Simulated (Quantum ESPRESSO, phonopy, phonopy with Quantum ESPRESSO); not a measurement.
# Grüneisen parameters and expansion of Al (Fm-3m), part 2 of 2

Aim: how the vibrations of Al shift with volume, and the expansion that follows.

Measurements to reproduce:
- volume expansion coefficient 69 1e-6/K and heat capacity C_P per formula unit 24.2 J/mol/K near room temperature (given in “High-Throughput Prediction of Finite-Temperature Properties using the Quasi-Harmonic Approximation”, 2016, arXiv:1603.06924)

Quantum ESPRESSO 7.5; DFT LDA, scalar-relativistic, plane waves, GBRV ultrasoft pseudopotentials.

So far. Step 18 (Lattice dynamics at this volume, V/V0 0.97): The time given is that of the one pw.x run on a displaced cell behind this step.

## (19) Self-consistent run, V/V0 1.05

This step: DFT LDA, scalar-relativistic, plane waves, GBRV ultrasoft pseudopotentials (Quantum ESPRESSO 7.5).

System of this step: Al. Symmetry: Fm-3m, No. 225, cubic system. The conventional cell has a = 4.049 Å, b = 4.049 Å, c = 4.049 Å, α = 90.00°, β = 90.00°, γ = 90.00°. Al has 12 Al at 2.86 Å nearest.

Contents of scf.in:

```
&CONTROL
  calculation = 'scf'
  prefix      = 'x'
  outdir      = './tmp'
  pseudo_dir  = './pseudo'
  tprnfor     = .true.
  tstress     = .true.
/
&SYSTEM
  ibrav       = 0
  nat         = 1
  ntyp        = 1
  ecutwfc     = 40.0
  ecutrho     = 240.0
  occupations = 'smearing'
  smearing    = 'mv'
  degauss     = 0.02
/
&ELECTRONS
  conv_thr         = 1.0d-12
  mixing_beta      = 0.7
  electron_maxstep = 100
/
ATOMIC_SPECIES
 Al     26.9815  Al.upf
CELL_PARAMETERS angstrom
     0.000000000    2.024251174    2.024251174
     2.024251174    0.000000000    2.024251174
     2.024251174    2.024251174    0.000000000
ATOMIC_POSITIONS crystal
 Al     0.000000000   0.000000000   0.000000000
K_POINTS automatic
 16 16 16 0 0 0
```

Launch:

```console
> OMP_NUM_THREADS=1 mpirun -n 8 pw.x -nk 8 -in scf.in > scf.out
```

Run time: 2 s. Hardware: 8 MPI ranks of Intel Xeon Platinum 8488C (Sapphire Rapids), shared host; 14 s of CPU time.

The run ends at a pressure of -3.66 GPa.

## (20) A displaced supercell

System of this step: Al. The structure is orthorhombic, space group Imm2 (No. 44). The conventional cell has a = 8.588 Å, b = 12.146 Å, c = 8.588 Å, α = 90.00°, β = 90.00°, γ = 90.00°. Al has 12 Al at 2.84 to 2.88 Å nearest. Nearest to Al lie 12 Al at 2.84 to 2.86 Å. Nearest to Al lie 12 Al at 2.86 to 2.88 Å. Nearest to Al lie 12 Al at 2.85 to 2.86 Å. Nearest to Al lie 12 Al at 2.86 Å. Nearest to Al lie 12 Al at 2.86 to 2.87 Å.

Contents of disp-00001.in:

```
&CONTROL
  calculation = 'scf'
  prefix      = 'x'
  outdir      = './tmp'
  pseudo_dir  = './pseudo'
  tprnfor     = .true.
  disk_io     = 'none'
/
&SYSTEM
  ibrav       = 0
  nat         = 27
  ntyp        = 1
  ecutwfc     = 40.0
  ecutrho     = 240.0
  occupations = 'smearing'
  smearing    = 'mv'
  degauss     = 0.02
/
&ELECTRONS
  conv_thr         = 1.0d-11
  mixing_beta      = 0.7
  electron_maxstep = 100
/
ATOMIC_SPECIES
 Al     26.9815  Al.upf
CELL_PARAMETERS angstrom
     0.000000000    6.072753521    6.072753521
     6.072753521    0.000000000    6.072753521
     6.072753521    6.072753521    0.000000000
ATOMIC_POSITIONS crystal
 Al     0.002328785   0.000000000   0.000000000
 Al     0.333333333   0.000000000   0.000000000
 Al     0.666666667   0.000000000   0.000000000
 Al     0.000000000   0.333333333   0.000000000
 Al     0.333333333   0.333333333   0.000000000
 Al     0.666666667   0.333333333   0.000000000
 Al     0.000000000   0.666666667   0.000000000
 Al     0.333333333   0.666666667   0.000000000
[... 15 atom lines left out ...]
 Al     0.666666667   0.333333333   0.666666667
 Al     0.000000000   0.666666667   0.666666667
 Al     0.333333333   0.666666667   0.666666667
 Al     0.666666667   0.666666667   0.666666667
K_POINTS automatic
 5 5 5 0 0 0
```

Launch:

```console
> OMP_NUM_THREADS=1 mpirun -n 8 pw.x -nk 8 -in disp-00001.in > disp-00001.out
```

It took 1.9 min on 8 MPI ranks.

## (21) Phonons, V/V0 1.05

This step: DFT LDA, scalar-relativistic, plane waves, GBRV ultrasoft pseudopotentials (phonopy with Quantum ESPRESSO 4.10.0 / 7.5).

Run time: 1.9 min. Hardware: 8 threads.

Phonopy, no LO-TO term. Phonon branches along the path, in cm⁻¹:

```tsv
point	branch 1	branch 2	branch 3
Γ	0	0	0
halfway	120	120	218
X	174	174	291
halfway	174	193	285
U	171	231	267
jump to K	171	231	266
halfway	111	146	231
Γ	0	0	0
halfway	96	96	213
L	144	144	305
halfway	162	200	282
W	196	244	244
halfway	185	198	279
X	174	174	291
```

No mode is imaginary beyond numerical noise along the path.

The time given is that of the one pw.x run on a displaced cell behind this step.

## (22) How the modes move with volume

This step: DFT LDA, scalar-relativistic, plane waves, GBRV ultrasoft pseudopotentials (phonopy 4.10.0).

This step gave:

```yaml
share_of_modes_with_a_negative_grueneisen_parameter: 0
```

Mean Grüneisen, by row:

```tsv
T (K)	heat-capacity-weighted mean	root mean square
50	2.269	2.278
100	2.194	2.202
200	2.163	2.17
300	2.156	2.163
500	2.152	2.159
800	2.151	2.158
```

Table of mean mode Grueneisen parameter by wavenumber:

```tsv
wavenumber (cm⁻¹)	mean mode Grueneisen parameter
6	-
17	2.62
39	2.61
50	2.47
73	2.53
84	2.49
95	2.37
118	2.33
129	2.3
140	2.25
162	2.15
174	2.18
196	2.25
207	2.21
218	2.15
241	2.08
252	2.07
263	2.04
286	2.01
297	2.01
319	1.99
330	1.93
```

Volume series, by row:

```tsv
V/V0	V (Å³/atom)	pressure (GPa)	E - E0 (meV/atom)	gap (eV)	zero-point energy (meV/atom)	lowest on the path (cm⁻¹)	highest at Gamma without the LO-TO term (cm⁻¹)
0.97	15.33	2.756	3.94	0	42.39	0	-
0.985	15.56	1.323	0.969	0	41.09	0	-
1	15.8	0.005	0	0	39.82	0	-
1.015	16.04	-1.205	0.9	0	38.57	0	-
1.03	16.27	-2.316	3.515	0	37.34	0	-
1.05	16.59	-3.657	9.373	0	35.73	0	-
```

Grüneisen at points, by row:

```tsv
point	branch	frequency (cm⁻¹)	mode Grüneisen parameter
X	1	198.3	2.54
X	3	323.4	2.08
U	1	191.9	2.27
U	2	257.8	2.13
U	3	295.9	2.05
K	1	191.9	2.27
K	2	257.8	2.13
K	3	295.9	2.05
L	1	158.6	1.96
L	3	336.6	1.91
W	1	219.7	2.14
W	2	271.7	2.09
```

## (23) Free-energy fit

This step gave:

- volume expansion coefficient at 300 K: 72.96 1e-6/K
- isothermal bulk modulus at 300 K: 72.88 GPa
- C_P at 300 K: 24.07 J/mol-atom/K
- Grüneisen parameter at 300 K: 2.261

Table of energy (each curve on its own zero) by volume; values in meV/atom:

```tsv
volume (Å³/atom)	static	F at 0 K	F at 300 K	F at 950 K
15.325	3.94	7.18	10.9	24.4
15.562	0.97	2.91	5.25	13.6
15.799	0	0.66	1.56	4.64
16.036	0.9	0.31	-0.28	-2.5
16.273	3.52	1.7	-0.43	-8.05
16.589	9.37	5.94	1.68	-13.3
```

Phonopy-qha, vinet fit of F(V) at each temperature; no electronic free energy. Qha vinet, by row:

```tsv
T (K)	fitted volume (Å³/atom)	alpha_V (1e-6/K)	B_T (GPa)	C_P (J/mol-atom/K)	Grueneisen
75	15.97	24.79	80	8.407	2.235
100	15.99	36.77	79.43	12.69	2.214
125	16	46.04	78.76	15.92	2.216
150	16.02	52.95	78.01	18.25	2.22
175	16.04	58.17	77.21	19.94	2.226
200	16.07	62.25	76.39	21.2	2.232
225	16.09	65.55	75.54	22.17	2.238
250	16.12	68.34	74.67	22.93	2.245
275	16.15	70.77	73.78	23.55	2.253
300	16.18	72.96	72.88	24.07	2.261
325	16.21	74.98	71.96	24.51	2.269
350	16.24	76.9	71.02	24.9	2.278
375	16.27	78.75	70.08	25.25	2.287
400	16.3	80.56	69.12	25.58	2.297
425	16.34	82.36	68.15	25.88	2.307
450	16.37	84.16	67.16	26.17	2.317
475	16.41	85.99	66.17	26.45	2.328
```

Volume expansion coefficient, phonopy-qha, Vinet against temperature:

```tsv
temperature (K)	volume expansion coefficient, phonopy-qha, Vinet (1e-6/K)
75	24.8
100	36.8
125	46.0
150	53.0
175	58.2
200	62.2
225	65.5
250	68.3
275	70.8
300	73.0
325	75.0
350	76.9
375	78.8
400	80.6
425	82.4
450	84.2
475	86.0
```

The fit gives a volume expansion of 73.0 × 10⁻⁶/K at 300 K.

## (24) What came out

```yaml
volume_expansion_coefficient_at_300_k: 72.96 1e-6/K
isothermal_bulk_modulus_at_300_k: 72.88 GPa
c_p_at_300_k: 24.07 J/mol-atom/K
grueneisen_parameter_at_300_k: 2.261
mean_mode_grueneisen_parameter_at_300_k: 2.16
```

What this shows: Near room temperature Al expands by 73.0 × 10⁻⁶/K in volume by LDA, with C_P = 24.1 J/(mol K) per mole of atoms and B_T = 72.9 GPa. The q-mesh is coarse, and the expansion can converge slowly with it. The table stops at 475 K because beyond it the fitted volume comes within 1 % of the largest computed cell, where the fit loses its support. C_P at room temperature is 96 % of the classical 3R an atom. A measured volume expansion coefficient near room temperature is 69 1e-6/K (arXiv:1603.06924); the calculated 73.0 1e-6/K differs by +6 %. A measured heat capacity per formula unit near room temperature is 24.2 J/mol/K (arXiv:1603.06924); the calculated 24.1 J/mol/K differs by -1 %. The fit leaves out the electrons' free energy, which adds to C_P and to the expansion of a metal at high temperature. The heat-capacity-weighted Grüneisen parameter goes from 2.27 at 50 K to 2.15 at 800 K. Weighting γ by the density of states and each mode's heat capacity at 300 K, modes below 110 cm⁻¹ give about 7 % of the sum of γC that drives the expansion, those up to 230 cm⁻¹ 59 % and the rest 34 %. Among the labelled points γ is largest for branch 1 at X (198 cm⁻¹, 2.5) and smallest for branch 3 at L (337 cm⁻¹, 1.9). The supercell is small: only its own wavevectors are exact, and branches between them are interpolated and can be misplaced.

[Logs are printed without paths, hosts, clocks, repeated set-up lines and the standing remarks that a program may print on its own settings, such as how far it seeks lower states.]

[Hosts, paths, dates, database ids (printed as entryN), source tags and the programs' standing remarks are cut or masked in the printed files.]

[A step with changed settings may run another functional than the one named; its input shows which.]

[Of the runs on displaced cells, only some may be shown.]
